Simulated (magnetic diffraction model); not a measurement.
## Ho2ScTi4Ni4: the ordered moment from one line

Space group C2/m (no. 12), a = 14.7780 Å, b = 4.0460 Å, c = 6.2600 Å, β = 114.69°.

| site | atom | x | y | z |
| --- | --- | --- | --- | --- |
| 4i | Ho | 0.1330 | 0 | 0.6359 |
| 4i | Ni | 0.3233 | 0 | 0.6296 |
| 4i | Ni | 0.3335 | 0 | 0.0279 |
| 4i | Ti | 0.0064 | 1/2 | 0.2945 |
| 4i | Ti | 0.2161 | 0 | 0.2042 |
| 2a | Sc | 0 | 0 | 0 |

The compound is invented for this exercise: a known structure type with other elements, its cell scaled to their sizes and not relaxed.

Only Ho is taken to order (form factors of Ho3+); orders and moment sizes are assumed, and not adapted to the symmetry. Radiation: neutrons of λ = 2.36 Å, 3° to 70°; isotropic B of 0.47 Å² (Ho), 0.51 Å² (Ni), 0.58 Å² (Ti) and 0.61 Å² (Sc). Simulated constant-wavelength pattern: nuclear and magnetic terms add, the magnetic one as |2.695 fm × Σ f S⊥ exp(2πi Q·r) exp(−B s²)|², summed over all Q at one angle with the factor 1/(sin²θ cos θ). For collinear order S is the moment m, which repeats by lattice and centring translations R with the sign exp(−2πi k·R). Free-ion form factors, Sears's scattering lengths of 1992, no absorption; a label names one of the reflections at its angle. The strongest nuclear line in the range is 100, and lines under 0.2 are left out.

In a first state the assumed order is k = (0 0 0), collinear moments along [010], 7.3 μB on Ho; signs + at (0.1330, 0, 0.6359), − at (0.3670, 1/2, 0.3641), with this pattern:

```csv
2θ (°),index,nuclear,magnetic
20.25,(2 0 0),14.6,134.2
23.95,(0 0 1),4.1,54.5
24.07,(2 0 -1),5.3,50.5
35.47,(1 1 0),5.0,3.9
37.70,(2 0 1),13.3,12.4
37.94,(4 0 -1),3.8,13.5
40.64,(1 1 -1),33.9,0.0
41.16,(4 0 0),22.2,1.2
44.30,(2 0 -2),0.3,0.0
45.74,(1 1 1),23.4,21.1
45.88,(3 1 -1),30.9,21.2
46.30,(3 1 0),100.0,7.5
49.03,(0 0 2),27.4,20.6
49.29,(4 0 -2),28.4,20.7
56.98,(4 0 1),6.4,11.4
57.27,(6 0 -1),10.4,10.8
```
(The table stops after 16 lines; 12 more lie at higher angle.)

**Question.** Nearer the ordering temperature the line at 20.25° has total intensity 111.7 on the same scale, and all moments have shrunk alike. How large is the Ho moment?

The nuclear part, 14.6, stays, so the magnetic part is 97.1 against 134.2. It goes as m², so m = 7.3 × √(97.1/134.2) = 6.21 μB; the value used was 6.21 μB.

[Logs are printed without paths, hosts, clocks, repeated set-up lines and the standing remarks that a program may print on its own settings, such as how far it seeks lower states.]
